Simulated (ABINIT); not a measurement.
# SnO2 (Cassiterite): making up for missing bands

Wanted: gap and time of SnO2 (Cassiterite) with truncated and completed band sums.

Calculated with ABINIT 10.8.3; PBE and many-body steps on it, plane waves.

Report form: the programs' logs are mostly left out.

### 1. Starting point

It takes space group P4_2/mnm (No. 136, tetragonal). Conventional cell: a = 4.738 Å, b = 4.738 Å, c = 3.187 Å, α = 90.00°, β = 90.00°, γ = 90.00°. Sn has 6 O at 2.05 to 2.06 Å nearest. O has 3 Sn at 2.05 to 2.06 Å nearest. Farther neighbours and most contacts between anions are not listed.

The cell and positions come from the Crystallography Open Database and are kept as given unless a step says otherwise.

### 2. Empty states on the mesh, 4×4×4 mesh, 88 bands

This step: ABINIT 10.8.3; DFT, PBE, plane waves, norm-conserving pseudopotentials.

The sums over transitions need many empty states on a uniform mesh; this step solves for them.

run.abi reads:

```
acell 3*1.0 Angstrom
rprim 
  4.738000000000 0.000000000000 0.000000000000
  0.000000000000 4.738000000000 0.000000000000
  0.000000000000 0.000000000000 3.186500000000
ntypat 2
znucl 50 8
natom 6
typat 1 1 2 2 2 2
xred 
  0.000000000000 0.000000000000 0.000000000000
  0.500000000000 0.500000000000 0.500000000000
  0.307100000000 0.307100000000 0.000000000000
  0.192900000000 0.807100000000 0.500000000000
  0.692900000000 0.692900000000 0.000000000000
  0.807100000000 0.192900000000 0.500000000000
pp_dirpath "pseudos"
pseudos "Sn.upf, O.upf"
ecut 36
ngkpt 4 4 4
nshiftk 1
shiftk 0 0 0
kptopt 1
chksymbreak 0
iscf -2
irdden 1
istwfk *1
nband 88
nbdbuf 8
tolwfr 1e-09
nstep 60
prtvol 0
indata_prefix "in"
outdata_prefix "out"
tmpdata_prefix "tmp"
```

The run is started by

```
> OMP_NUM_THREADS=1 mpirun -n 8 abinit run.abi > log
```

The job ended after 46 s (8 MPI ranks of Intel Xeon Platinum 8488C (Sapphire Rapids), shared host; peak memory 0.71 GiB).

This step gave:

```
gap                                                           : 1.265 eV
k of the valence top                                          : 0, 0, 0
k of the conduction bottom                                    : 0, 0, 0
least direct gap                                              : 1.265 eV
k points computed                                             : 18
lowest point of the top converged band, above the valence top : 41.13 eV
```

On this mesh the gap is 1.265 eV.

The density comes from a self-consistent run that is not shown.

### 3. Screening, 4×4×4 mesh, 80 bands, screening to 122.5 eV

The RPA dielectric matrix is built and inverted for each q.

This step: RPA screening on PBE, plane waves, norm-conserving pseudopotentials.

Edit run.abi of step 2 so:

```diff
@@ -24,10 +24,11 @@
 chksymbreak 0
-iscf -2
-irdden 1
 istwfk *1
-nband 88
-nbdbuf 8
-tolwfr 1e-09
-nstep 60
-prtvol 0
+occopt 1
+irdwfk 1
+optdriver 3
+nband 80
+ecuteps 4.5
+inclvkb 2
+awtr 1
+symchi 1
 indata_prefix "in"
```

The job ended after 1.8 min (8 MPI ranks; peak memory 3.5 GiB; 14 min of CPU time).

This step gave:

| Property | Result |
| --- | --- |
| ε∞ with local fields, on this mesh, along the program's q direction | 4.604 |
| the same without local fields | 4.809 |
| plasma frequency | 31.66 eV |
| plane waves in the screening matrix | 217 |

Local fields lower ε∞ by 4 %. On a Γ-centred mesh this coarse the value itself is usually too large, while a short band sum pulls it down.

### 4. 80 bands

The self-energy is evaluated for the states that the input lists, and the levels follow from it, in one-shot runs by the linearised quasiparticle equation.

This step: G0W0 on PBE, plane waves, norm-conserving pseudopotentials.

Edit run.abi of step 3 so:

```diff
@@ -27,8 +27,15 @@
 irdwfk 1
-optdriver 3
+optdriver 4
 nband 80
+gwcalctyp 0
+ecutsigx 36
+symsigma 1
+nkptgw 1
+kptgw 
+  0.0000000000 0.0000000000 0.0000000000
+bdgw 
+  24 28
 ecuteps 4.5
-inclvkb 2
-awtr 1
-symchi 1
+irdscr 1
+ppmodel 1
 indata_prefix "in"
```

Elapsed: 7.3 s, on 8 MPI ranks; peak memory 1.9 GiB; 56 s of CPU time.

Numbers from this step:

```yaml
g0w0_gap_on_the_points_computed: 2.343 eV
starting_gap_on_the_mesh: 1.265 eV
k_of_the_valence_top: 0, 0, 0
k_of_the_conduction_bottom: 0, 0, 0
z_at_the_valence_top: 0.789
z_at_the_conduction_bottom: 0.841
least_direct_g0w0_gap_on_the_computed_points: 2.343 eV
```

The gap on the mesh goes from 1.27 eV to 2.34 eV, a correction of +1.08 eV.

### 5. Screening, 4×4×4 mesh, 34 bands, screening to 122.5 eV

This step: RPA screening on PBE, plane waves, norm-conserving pseudopotentials.

Edit run.abi of step 4 so:

```diff
@@ -27,15 +27,8 @@
 irdwfk 1
-optdriver 4
-nband 80
-gwcalctyp 0
-ecutsigx 36
-symsigma 1
-nkptgw 1
-kptgw 
-  0.0000000000 0.0000000000 0.0000000000
-bdgw 
-  24 28
+optdriver 3
+nband 34
 ecuteps 4.5
-irdscr 1
-ppmodel 1
+inclvkb 2
+awtr 1
+symchi 1
 indata_prefix "in"
```

The job ended after 22 s (8 MPI ranks; peak memory 3.1 GiB).

Numbers from this step:

```yaml
eps_infinity_with_local_fields_on_this_mesh_along_the_program_s_q_direction: 4.021
the_same_without_local_fields: 4.156
plasma_frequency: 31.66 eV
plane_waves_in_the_screening_matrix: 217
```

### 6. 34 bands

This step: G0W0 on PBE, plane waves, norm-conserving pseudopotentials.

Edit run.abi of step 5 so:

```diff
@@ -27,8 +27,15 @@
 irdwfk 1
-optdriver 3
+optdriver 4
 nband 34
+gwcalctyp 0
+ecutsigx 36
+symsigma 1
+nkptgw 1
+kptgw 
+  0.0000000000 0.0000000000 0.0000000000
+bdgw 
+  24 28
 ecuteps 4.5
-inclvkb 2
-awtr 1
-symchi 1
+irdscr 1
+ppmodel 1
 indata_prefix "in"
```

The job ended after 6.8 s (8 MPI ranks; peak memory 1.8 GiB).

Numbers from this step:

```yaml
g0w0_gap_on_the_points_computed: 3.141 eV
starting_gap_on_the_mesh: 1.265 eV
k_of_the_valence_top: 0, 0, 0
k_of_the_conduction_bottom: 0, 0, 0
z_at_the_valence_top: 0.759
z_at_the_conduction_bottom: 0.838
least_direct_g0w0_gap_on_the_computed_points: 3.141 eV
```

Against G0W0 in ABINIT (4×4×4 mesh, 80 bands, screening to 122.5 eV, Godby-Needs plasmon pole), the gap moves by +0.798 eV.

### 7. Screening, 4×4×4 mesh, 34 bands, screening to 122.5 eV

This step: RPA screening on PBE, plane waves, norm-conserving pseudopotentials.

Edit run.abi of step 6 so:

```diff
@@ -27,15 +27,10 @@
 irdwfk 1
-optdriver 4
+optdriver 3
 nband 34
-gwcalctyp 0
-ecutsigx 36
-symsigma 1
-nkptgw 1
-kptgw 
-  0.0000000000 0.0000000000 0.0000000000
-bdgw 
-  24 28
 ecuteps 4.5
-irdscr 1
-ppmodel 1
+inclvkb 2
+awtr 1
+symchi 1
+gwcomp 1
+gwencomp 3
 indata_prefix "in"
```

It took 98 s on 8 MPI ranks; peak memory 3.2 GiB; 13 min of CPU time.

This step gave:

```
ε∞ with local fields, on this mesh, along the program's q direction : 4.035
the same without local fields                                       : 4.156
plasma frequency                                                    : 31.66 eV
plane waves in the screening matrix                                 : 217
```

### 8. 34 bands, completed

This step: G0W0 on PBE, plane waves, norm-conserving pseudopotentials.

Edit run.abi of step 7 so:

```diff
@@ -27,8 +27,15 @@
 irdwfk 1
-optdriver 3
+optdriver 4
 nband 34
+gwcalctyp 0
+ecutsigx 36
+symsigma 1
+nkptgw 1
+kptgw 
+  0.0000000000 0.0000000000 0.0000000000
+bdgw 
+  24 28
 ecuteps 4.5
-inclvkb 2
-awtr 1
-symchi 1
+irdscr 1
+ppmodel 1
 gwcomp 1
```

Wall time 6.6 s (8 MPI ranks); peak memory 1.8 GiB.

Numbers from this step:

```
G0W0 gap on the points computed              : 2.825 eV
starting gap on the mesh                     : 1.265 eV
k of the valence top                         : 0, 0, 0
k of the conduction bottom                   : 0, 0, 0
least direct G0W0 gap on the computed points : 2.825 eV
```

Against G0W0 in ABINIT (4×4×4 mesh, 80 bands, screening to 122.5 eV, Godby-Needs plasmon pole), the gap moves by +0.482 eV.

### 9. Screening, 4×4×4 mesh, 45 bands, screening to 122.5 eV

This step: RPA screening on PBE, plane waves, norm-conserving pseudopotentials.

Edit run.abi of step 8 so:

```diff
@@ -27,17 +27,8 @@
 irdwfk 1
-optdriver 4
-nband 34
-gwcalctyp 0
-ecutsigx 36
-symsigma 1
-nkptgw 1
-kptgw 
-  0.0000000000 0.0000000000 0.0000000000
-bdgw 
-  24 28
+optdriver 3
+nband 45
 ecuteps 4.5
-irdscr 1
-ppmodel 1
-gwcomp 1
-gwencomp 3
+inclvkb 2
+awtr 1
+symchi 1
 indata_prefix "in"
```

Elapsed: 47 s, on 8 MPI ranks; peak memory 3.2 GiB.

This step gave:

```yaml
eps_infinity_with_local_fields_on_this_mesh_along_the_program_s_q_direction: 4.467
the_same_without_local_fields: 4.637
plasma_frequency: 31.66 eV
plane_waves_in_the_screening_matrix: 217
```

### 10. 45 bands

This step: G0W0 on PBE, plane waves, norm-conserving pseudopotentials.

Edit run.abi of step 9 so:

```diff
@@ -27,8 +27,15 @@
 irdwfk 1
-optdriver 3
+optdriver 4
 nband 45
+gwcalctyp 0
+ecutsigx 36
+symsigma 1
+nkptgw 1
+kptgw 
+  0.0000000000 0.0000000000 0.0000000000
+bdgw 
+  24 28
 ecuteps 4.5
-inclvkb 2
-awtr 1
-symchi 1
+irdscr 1
+ppmodel 1
 indata_prefix "in"
```

Run time: 7.6 s. Hardware: 8 MPI ranks; peak memory 1.8 GiB.

Numbers from this step:

```yaml
g0w0_gap_on_the_points_computed: 2.642 eV
starting_gap_on_the_mesh: 1.265 eV
k_of_the_valence_top: 0, 0, 0
k_of_the_conduction_bottom: 0, 0, 0
least_direct_g0w0_gap_on_the_computed_points: 2.642 eV
```

Against G0W0 in ABINIT (4×4×4 mesh, 80 bands, screening to 122.5 eV, Godby-Needs plasmon pole), the gap moves by +0.299 eV.

### 11. Screening, 4×4×4 mesh, 45 bands, screening to 122.5 eV

This step: RPA screening on PBE, plane waves, norm-conserving pseudopotentials.

Edit run.abi of step 10 so:

```diff
@@ -27,15 +27,10 @@
 irdwfk 1
-optdriver 4
+optdriver 3
 nband 45
-gwcalctyp 0
-ecutsigx 36
-symsigma 1
-nkptgw 1
-kptgw 
-  0.0000000000 0.0000000000 0.0000000000
-bdgw 
-  24 28
 ecuteps 4.5
-irdscr 1
-ppmodel 1
+inclvkb 2
+awtr 1
+symchi 1
+gwcomp 1
+gwencomp 3
 indata_prefix "in"
```

Run time: 2.1 min. Hardware: 8 MPI ranks; peak memory 3.3 GiB; 17 min of CPU time.

This step gave:

- ε∞ with local fields, on this mesh, along the program's q direction: 4.479
- the same without local fields: 4.637
- plasma frequency: 31.66 eV
- plane waves in the screening matrix: 217

### 12. 45 bands, completed

This step: G0W0 on PBE, plane waves, norm-conserving pseudopotentials.

Edit run.abi of step 11 so:

```diff
@@ -27,8 +27,15 @@
 irdwfk 1
-optdriver 3
+optdriver 4
 nband 45
+gwcalctyp 0
+ecutsigx 36
+symsigma 1
+nkptgw 1
+kptgw 
+  0.0000000000 0.0000000000 0.0000000000
+bdgw 
+  24 28
 ecuteps 4.5
-inclvkb 2
-awtr 1
-symchi 1
+irdscr 1
+ppmodel 1
 gwcomp 1
```

Run time: 6 s. Hardware: 8 MPI ranks; peak memory 1.2 GiB.

Numbers from this step:

* G0W0 gap on the points computed: 2.469 eV
* starting gap on the mesh: 1.265 eV
* k of the valence top: 0, 0, 0
* k of the conduction bottom: 0, 0, 0
* least direct G0W0 gap on the computed points: 2.469 eV

Against G0W0 in ABINIT (4×4×4 mesh, 80 bands, screening to 122.5 eV, Godby-Needs plasmon pole), the gap moves by +0.126 eV.

### 13. Side by side

Times are wall times on 8 MPI ranks of Intel Xeon Platinum 8488C (Sapphire Rapids), shared host, good to a factor of about two. A run's time includes the screening step that it read.

| run | mesh | bands | screening cutoff (eV) | DFT gap (eV) | gap on the mesh (eV) | direct (eV) | ε∞ used | time |
| --- | --- | --- | --- | --- | --- | --- | --- | --- |
| 80 bands | 4×4×4 | 80 | 122.5 | 1.265 | 2.343 | 2.343 | 4.60 | 1.9 min |
| 34 bands | 4×4×4 | 34 | 122.5 | 1.265 | 3.141 | 3.141 | 4.02 | 29 s |
| 34 bands, completed | 4×4×4 | 34 | 122.5 | 1.265 | 2.825 | 2.825 | 4.03 | 1.7 min |
| 45 bands | 4×4×4 | 45 | 122.5 | 1.265 | 2.642 | 2.642 | 4.47 | 55 s |
| 45 bands, completed | 4×4×4 | 45 | 122.5 | 1.265 | 2.469 | 2.469 | 4.48 | 2.2 min |

### 14. Outcome

```
80 bands            : 2.343 eV
34 bands            : 3.141 eV
34 bands, completed : 2.825 eV
45 bands            : 2.642 eV
45 bands, completed : 2.469 eV
```

What this shows: 34 bands: +0.798 eV against 80 bands. 34 bands, completed: +0.482 eV against 80 bands. 45 bands: +0.299 eV against 80 bands. 45 bands, completed: +0.126 eV against 80 bands. The row with most bands is itself short of the limit, so it is no exact reference, and agreement of a truncated run with it can be a cancellation between the edges. In the first G0W0 run levels were corrected at 1 k point alone, so a gap called «on the mesh» is the least over those, and an edge elsewhere would be missed. The 4×4×4 mesh is coarse for this cell, which bears on the long-range parts of exchange and screening. The norm-conserving file of at least one element keeps a d shell over frozen s and p shells of the same row. Exchange with those shells is missing from the self-energy, an error of 0.3 to 0.9 eV in cases checked, whose sign depends on which edge lies on those atoms. The many-body steps are scalar-relativistic: spin-orbit coupling is not in them.

[Paths, hosts, dates, memory and timing lines, banners, echoed tables and standing remarks are left out of the program output.]

[Logs are printed without paths, hosts, clocks, repeated set-up lines and the standing remarks that a program may print on its own settings, such as how far it seeks lower states.]

[Runs of the session that timed out or met a known fault of the program may be left out.]

[No measured gap is set beside runs whose start may be inverted or whose files or cutoffs have a known fault.]

[Hosts, paths, dates, database ids (printed as entryN), source tags and the programs' standing remarks are cut or masked in the printed files.]

[G0W0 gaps are taken among the corrected bands and points alone; a level outside them can change the order at an edge.]

[Where Ansatz stands beside ABINIT at settings called matched, ABINIT's density can come from a denser mesh and the files from another edition; pairs whose starting gaps differed by over 0.03 eV were left out, so agreement reads better than it is.]
